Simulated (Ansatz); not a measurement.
# ZrBRh3 (Pm-3m): Grüneisen parameters

Aim: how the phonons of ZrBRh3 (Pm-3m) shift with volume, and the thermal expansion that follows.

Calculated with Ansatz 0.2.0; DFT PBEsol, scalar-relativistic, plane waves, PAW; PAW set soft_1.

The raw output is cut from this account; settings, times and results stay.

### 1. The starting structure

The structure is cubic, space group Pm-3m (No. 221). The conventional cell has a = 4.089 Å, b = 4.089 Å, c = 4.089 Å, α = 90.00°, β = 90.00°, γ = 90.00°. Nearest to Zr lie 12 Rh at 2.89 Å. Nearest to B lie 6 Rh at 2.04 Å. Nearest to Rh lie 2 B at 2.04 Å and 4 Zr at 2.89 Å and 8 Rh at 2.89 Å. Farther neighbours, and contacts between anions beyond the nearest, are not listed.

Structure file:

```cif
data_structure
_symmetry_space_group_name_H-M 'Pm-3m'
_symmetry_Int_Tables_number 221
_cell_length_a 4.0891
_cell_length_b 4.0891
_cell_length_c 4.0891
_cell_angle_alpha 90.000
_cell_angle_beta 90.000
_cell_angle_gamma 90.000
_cell_volume 68.37
loop_
_atom_site_label
_atom_site_type_symbol
_atom_site_symmetry_multiplicity
_atom_site_Wyckoff_symbol
_atom_site_fract_x
_atom_site_fract_y
_atom_site_fract_z
_atom_site_occupancy
Zr1 Zr 1 a 0.00000 0.00000 0.00000 1
B1 B 1 b 0.50000 0.50000 0.50000 1
Rh1 Rh 3 c 0.00000 0.50000 0.50000 1
```

### 2. Response at finite wavevector

Stability and thermal properties need the whole zone. Linear response on a 2×2×2 q mesh gives force constants as far as a supercell of that size would.

File input.yaml:

```yaml
crystal:
  lattice:
    - [4.08908257, 0.0, 0.0]
    - [0.0, 4.08908257, 0.0]
    - [0.0, 0.0, 4.08908257]
  atoms:
    - { symbol: Zr, position: [0.0, 0.0, 0.0] }
    - { symbol: B, position: [0.5, 0.5, 0.5] }
    - { symbol: Rh, position: [0.0, 0.5, 0.5] }
    - { symbol: Rh, position: [0.5, 0.5, 0.0] }
    - { symbol: Rh, position: [0.5, 0.0, 0.5] }
kpoints:
  mp_grid: { grid: [12, 12, 12] }
hamiltonian:
  xc: pbesol
  pseudopotentials: { kind: paw, azcp: { folder: soft_1 }, xc_functional: pbe }
scf:
  occupations: { method: methfessel_paxton, width: 0.2 }
output:
  eigenvalues: true
phonons:
  method: dfpt
  qmesh: [2, 2, 2]
  temperatures: { t_max: 1000, t_step: 50 }
  qpath:
    path:
      - [[0.0, 0.0, 0.0], [0.0, 0.5, 0.0], [0.5, 0.5, 0.0], [0.0, 0.0, 0.0], [0.5, 0.5, 0.5], [0.0, 0.5, 0.0]]
      - [[0.5, 0.5, 0.5], [0.5, 0.5, 0.0]]
    npoints: 10
```

The run is started by

```console
$ ansatz run input.yaml --threads 4 --pin off --max-ram 10240MiB --backend cpu --events-out ev --progress --plain --runs-dir out
```

The job ended after 9.2 min (4 threads of Arm Neoverse V2, shared host; peak memory 2.3 GiB).

This step gave:

| Quantity | Value |
| --- | --- |
| volume per atom | 13.67 Å³ |
| gap on the k-mesh | 0 eV |
| sum-rule residual before enforcement | 1.11e-5 eV/Å² |
| lowest frequency on the path | 0 cm⁻¹ |
| point group | m-3m |
| highest frequency on path, mesh or solved points | 705 cm⁻¹ |
| mean frequency | 241.3 cm⁻¹ |
| Debye temperature (second moment) | 586 K |
| logarithmic mean frequency | 184.6 cm⁻¹ |
| highest optical mode at the zone centre (no LO-TO term) | 580.3 cm⁻¹ |
| lowest optical zone-centre mode | 125.1 cm⁻¹ |
| lowest mode on the q mesh (acoustic modes at Γ apart) | 79.5 cm⁻¹ |
| zero-point energy per atom | 44.88 meV |
| heat capacity at 300 K | 21.55 J/(mol atoms K) |
| vibrational entropy at 300 K | 29.98 J/(mol atoms K) |
| edges of the widest gap between branches, on path and mesh | 311.7, 580.3 cm⁻¹ |

Frequencies (cm⁻¹) solved at each irreducible wavevector; negative means imaginary. Frequencies by wavevector, by row:

```csv
q in reciprocal lattice units,star,mode 1,mode 2,mode 3,mode 4,mode 13,mode 14,mode 15
0 0 0,1,0,0,0,125.1,580.3,580.3,580.3
0 0 -0.5,3,96.6,96.6,102.7,102.7,582,582,695.1
0 -0.5 -0.5,3,79.5,103.2,103.2,121.4,580.7,689.5,689.5
-0.5 -0.5 -0.5,1,94,94,94,110.2,705,705,705
```

Symmetry leaves 4 wavevectors to solve. The lowest mode among them, the acoustic zeros apart, lies at q = (0, -0.5, -0.5) and is real, 79.5 cm⁻¹.

### 3. Relaxing at another volume, volume ratio 0.97

The volume is scaled by 0.97 and held; symmetry leaves nothing to relax, so this is a single point. The modes can then be followed against volume.

input.yaml, the sections that differ from step 2:

```yaml
crystal:
  lattice:
    - [4.0477758816, 0.0, 0.0]
    - [0.0, 4.0477758816, 0.0]
    - [0.0, 0.0, 4.0477758816]
  atoms:
    - { symbol: Zr, position: [0.0, 0.0, 0.0] }
    - { symbol: B, position: [0.5, 0.5, 0.5] }
    - { symbol: Rh, position: [0.0, 0.5, 0.5] }
    - { symbol: Rh, position: [0.5, 0.5, 0.0] }
    - { symbol: Rh, position: [0.5, 0.0, 0.5] }
output:
  forces: true
  stress: true
  eigenvalues: true
# kpoints, hamiltonian, scf: as in step 2
# phonons: removed
```

Elapsed: 3.1 s, on 4 threads; peak memory 0.47 GiB.

Read from the output:

* pressure: 7.853 GPa
* volume per atom: 13.26 Å³

The run ends at a pressure of 7.85 GPa.

### 4. Phonons at the other volume, volume ratio 0.97

The phonons are repeated at this volume on the same meshes, so that differences come from the volume alone.

input.yaml, as its differences from that of step 3:

```diff
@@ -19,4 +19,11 @@
 output:
-  forces: true
-  stress: true
   eigenvalues: true
+phonons:
+  method: dfpt
+  qmesh: [2, 2, 2]
+  temperatures: { t_max: 1000, t_step: 50 }
+  qpath:
+    path:
+      - [[0.0, 0.0, 0.0], [0.0, 0.5, 0.0], [0.5, 0.5, 0.0], [0.0, 0.0, 0.0], [0.5, 0.5, 0.5], [0.0, 0.5, 0.0]]
+      - [[0.5, 0.5, 0.5], [0.5, 0.5, 0.0]]
+    npoints: 10
```

The job ended after 9.2 min (4 threads; peak memory 2.3 GiB).

Numbers from this step:

```yaml
sum_rule_residual_before_enforcement: 5.03e-5 eV/Å²
highest_frequency_on_path_mesh_or_solved_points: 734.9 cm⁻¹
mean_frequency: 255.6 cm⁻¹
debye_temperature_second_moment: 617 K
logarithmic_mean_frequency: 196.5 cm⁻¹
highest_optical_mode_at_the_zone_centre_no_lo_to_term: 616.0 cm⁻¹
lowest_optical_zone_centre_mode: 133.3 cm⁻¹
lowest_mode_on_the_q_mesh_acoustic_modes_at_gamma_apart: 82.97 cm⁻¹
zero_point_energy_per_atom: 47.53 meV
heat_capacity_at_300_k: 21.27 J/(mol atoms K)
vibrational_entropy_at_300_k: 28.61 J/(mol atoms K)
edges_of_the_widest_gap_between_branches_on_path_and_mesh: 329.7, 616 cm⁻¹
```

Frequencies (cm⁻¹) solved at each irreducible wavevector; negative means imaginary. Frequencies by wavevector, by row:

```
q in reciprocal lattice units  star  mode 1  mode 2  mode 3  mode 4  mode 13  mode 14  mode 15
                        0 0 0     1       0       0       0   133.3      616      616      616
                     0 0 -0.5     3   102.9   102.9   107.8   107.8    617.6    617.6      725
                  0 -0.5 -0.5     3      83   109.6   109.6   130.9    616.2    719.1    719.1
               -0.5 -0.5 -0.5     1    98.1    98.1    98.1   115.3    734.9    734.9    734.9
```

The highest optical mode at the zone centre (no LO-TO term) is 616.0 cm⁻¹, +35.7 cm⁻¹ against the base run.

### 5. Relaxing at another volume, volume ratio 1.03

The volume is scaled by 1.03 and held; symmetry leaves nothing to relax, so this is a single point. The modes can then be followed against volume.

input.yaml, the sections that differ from step 4:

```yaml
crystal:
  lattice:
    - [4.1295711692, 0.0, 0.0]
    - [0.0, 4.1295711692, 0.0]
    - [0.0, 0.0, 4.1295711692]
  atoms:
    - { symbol: Zr, position: [0.0, 0.0, 0.0] }
    - { symbol: B, position: [0.5, 0.5, 0.5] }
    - { symbol: Rh, position: [0.0, 0.5, 0.5] }
    - { symbol: Rh, position: [0.5, 0.5, 0.0] }
    - { symbol: Rh, position: [0.5, 0.0, 0.5] }
output:
  forces: true
  stress: true
  eigenvalues: true
# kpoints, hamiltonian, scf: as in step 4
# phonons: removed
```

Run time: 3 s. Hardware: 4 threads; peak memory 0.48 GiB; 11 s of CPU time.

Numbers from this step:

| Property | Result |
| --- | --- |
| pressure | -6.648 GPa |
| volume per atom | 14.08 Å³ |

The run ends at a pressure of -6.65 GPa.

### 6. Phonons at the other volume, volume ratio 1.03

input.yaml, as its differences from that of step 5:

```diff
@@ -19,4 +19,11 @@
 output:
-  forces: true
-  stress: true
   eigenvalues: true
+phonons:
+  method: dfpt
+  qmesh: [2, 2, 2]
+  temperatures: { t_max: 1000, t_step: 50 }
+  qpath:
+    path:
+      - [[0.0, 0.0, 0.0], [0.0, 0.5, 0.0], [0.5, 0.5, 0.0], [0.0, 0.0, 0.0], [0.5, 0.5, 0.5], [0.0, 0.5, 0.0]]
+      - [[0.5, 0.5, 0.5], [0.5, 0.5, 0.0]]
+    npoints: 10
```

Elapsed: 9.2 min, on 4 threads; peak memory 2.4 GiB; 36 min of CPU time.

Read from the output:

```yaml
sum_rule_residual_before_enforcement: 1.48e-5 eV/Å²
highest_frequency_on_path_mesh_or_solved_points: 676.3 cm⁻¹
mean_frequency: 227.5 cm⁻¹
debye_temperature_second_moment: 556 K
logarithmic_mean_frequency: 173 cm⁻¹
highest_optical_mode_at_the_zone_centre_no_lo_to_term: 545.8 cm⁻¹
lowest_optical_zone_centre_mode: 116.7 cm⁻¹
lowest_mode_on_the_q_mesh_acoustic_modes_at_gamma_apart: 76.05 cm⁻¹
zero_point_energy_per_atom: 42.31 meV
heat_capacity_at_300_k: 21.81 J/(mol atoms K)
vibrational_entropy_at_300_k: 31.43 J/(mol atoms K)
edges_of_the_widest_gap_between_branches_on_path_and_mesh: 294.6, 545.8 cm⁻¹
```

Frequencies (cm⁻¹) solved at each irreducible wavevector; negative means imaginary. Frequencies by wavevector, by row:

| q in reciprocal lattice units | star | mode 1 | mode 2 | mode 3 | mode 4 | mode 13 | mode 14 | mode 15 |
| --- | --- | --- | --- | --- | --- | --- | --- | --- |
| 0 0 0 | 1 | 0 | 0 | 0 | 116.7 | 545.8 | 545.8 | 545.8 |
| 0 0 -0.5 | 3 | 90.1 | 90.1 | 97.6 | 97.6 | 547.7 | 547.7 | 666.3 |
| 0 -0.5 -0.5 | 3 | 76 | 95.9 | 95.9 | 112.3 | 546.4 | 661 | 661 |
| -0.5 -0.5 -0.5 | 1 | 89.9 | 89.9 | 89.9 | 105 | 676.3 | 676.3 | 676.3 |

The highest optical mode at the zone centre (no LO-TO term) is 545.8 cm⁻¹, -34.5 cm⁻¹ against the base run.

### 7. Grüneisen parameters

The Grüneisen parameter of a mode is minus the logarithmic change of its frequency with volume, −d ln ω / d ln V; weighted by heat capacity it gives the expansion.

This step gave:

| Quantity | Value |
| --- | --- |
| bulk modulus | 241.6 GPa |

The phonon branches at the labelled points (cm⁻¹):

```
    point  branch 1  branch 2  branch 3  branch 4  branch 12  branch 13  branch 14  branch 15
        Γ         0         0         0       125        136        580        580        580
  halfway        59        59       112       120        208        581        581        637
        X        97        97       103       103        252        582        582        695
  halfway        86       109       112       112        262        581        635        692
        M        80       103       103       121        284        581        690        690
  halfway        82        88       111       118        226        581        636        636
        Γ         0         0         0       125        136        580        580        580
  halfway        96        96       101       125        245        637        637        638
        R        94        94        94       110        312        705        705        705
  halfway        90        98       106       121        274        638        639        695
        X        97        97       103       103        252        582        582        695
jump to R        94        94        94       110        312        705        705        705
  halfway        87        99        99       119        295        642        697        697
        M        80       103       103       121        284        581        690        690
```

The same for volume x 0.97:

```
point  branch 1  branch 2  branch 3  branch 4  branch 12  branch 13  branch 14  branch 15
    Γ         0         0         0       133        151        616        616        616
    X       103       103       108       108        267        618        618        725
    M        83       110       110       131        300        616        719        719
    Γ         0         0         0       133        151        616        616        616
    R        98        98        98       115        330        735        735        735
    X       103       103       108       108        267        618        618        725
    R        98        98        98       115        330        735        735        735
    M        83       110       110       131        300        616        719        719
```

The same for volume x 1.03:

```csv
point,branch 1,branch 2,branch 3,branch 4,branch 12,branch 13,branch 14,branch 15
Γ,0,0,0,117,126,546,546,546
X,90,90,98,98,236,548,548,666
M,76,96,96,112,267,546,661,661
Γ,0,0,0,117,126,546,546,546
R,90,90,90,105,295,676,676,676
X,90,90,98,98,236,548,548,666
R,90,90,90,105,295,676,676,676
M,76,96,96,112,267,546,661,661
```

Mode Grueneisen parameter -dln(w)/dln(V), modes matched by rank; at Γ the acoustic branches take the value of a neighbouring point of the path. The mode Grüneisen parameters at the labelled points ():

| point | branch 1 | branch 2 | branch 3 | branch 4 | branch 12 | branch 13 | branch 14 | branch 15 |
| --- | --- | --- | --- | --- | --- | --- | --- | --- |
| Γ | 1.59 | 1.59 | 1.74 | 2.23 | 3.00 | 2.02 | 2.02 | 2.02 |
| halfway | 1.63 | 1.63 | 1.73 | 2.20 | 1.76 | 2.01 | 2.01 | 1.67 |
| X | 2.21 | 2.21 | 1.67 | 1.67 | 2.05 | 2.00 | 2.00 | 1.41 |
| halfway | 2.18 | 2.31 | 2.09 | 2.10 | 1.95 | 2.00 | 1.66 | 1.41 |
| M | 1.45 | 2.22 | 2.22 | 2.55 | 1.94 | 2.00 | 1.41 | 1.41 |
| halfway | 1.79 | 1.65 | 1.97 | 2.50 | 1.74 | 2.00 | 1.66 | 1.67 |
| Γ | 1.50 | 1.39 | 1.91 | 2.23 | 3.00 | 2.02 | 2.02 | 2.02 |
| halfway | 1.74 | 1.74 | 2.23 | 1.82 | 1.69 | 1.66 | 1.66 | 1.66 |
| R | 1.45 | 1.45 | 1.45 | 1.56 | 1.88 | 1.38 | 1.38 | 1.38 |
| halfway | 2.14 | 1.78 | 2.11 | 2.08 | 1.86 | 1.65 | 1.65 | 1.40 |
| X | 2.21 | 2.21 | 1.67 | 1.67 | 2.05 | 2.00 | 2.00 | 1.41 |
| jump to R | 1.45 | 1.45 | 1.45 | 1.56 | 1.88 | 1.38 | 1.38 | 1.38 |
| halfway | 1.44 | 1.84 | 1.84 | 1.65 | 1.87 | 1.64 | 1.39 | 1.39 |
| M | 1.45 | 2.22 | 2.22 | 2.55 | 1.94 | 2.00 | 1.41 | 1.41 |

(dS/dlnV)/C_V. Table of thermodynamic Grueneisen parameter by temperature:

```
temperature (K)  thermodynamic Grueneisen parameter
             50                                2.20
            100                                2.24
            150                                2.23
            200                                2.21
            250                                2.19
            300                                2.18
            350                                2.17
            400                                2.16
            450                                2.15
            500                                2.15
            550                                2.15
            600                                2.14
            650                                2.14
            700                                2.14
            750                                2.14
            800                                2.14
            850                                2.14
            900                                2.14
            950                                2.13
           1000                                2.13
```

Gamma C_V/(B V) at the static volume. Volume expansion against temperature:

```
temperature (K)  volume expansion (1e-6/K)
             50                       7.36
            100                       16.0
            150                       19.5
            200                       21.4
            250                       22.7
            300                       23.6
            350                       24.2
            400                       24.7
            450                       25.1
            500                       25.4
            550                       25.6
            600                       25.7
            650                       25.9
            700                       26.0
            750                       26.0
            800                       26.1
            850                       26.2
            900                       26.2
            950                       26.3
           1000                       26.3
```

### 8. Results

- bulk modulus: 242 GPa
- thermodynamic Grüneisen parameter at 300 K: 2.18
- volume expansion at 300 K, estimated: 23.61 × 10⁻⁶ K⁻¹

By this estimate the volume grows by 23.6 × 10⁻⁶ per kelvin at 300 K. The highest optical mode at Γ goes from 616 to 546 cm⁻¹ as the cell grows, a Grüneisen parameter of 2.02. Mode parameters on the path run from 1.1 to 4.4, with a median of 2.0. Branches are matched by rank, so values near crossings are rough. The expansion is the Grüneisen estimate at the static volume, with the static bulk modulus. The q mesh stands for a supercell only 8.2 Å across, so branches between the solved wavevectors are rough. With no gap, or one that is small against the smearing, the frequencies hang on the k mesh and the smearing, most of all near Kohn anomalies. The PAW files were made for PBE and serve the other functionals too.

[Long decimals in the printed logs are rounded to 6 places.]

[Logs are printed without paths, hosts, clocks, repeated set-up lines and the standing remarks that a program may print on its own settings, such as how far it seeks lower states.]

[Hosts, paths, dates, database ids (printed as entryN), source tags and the programs' standing remarks are cut or masked in the printed files.]

[Where the starting crystal was built by hand or by swapping elements, it need not be the compound's stable phase.]
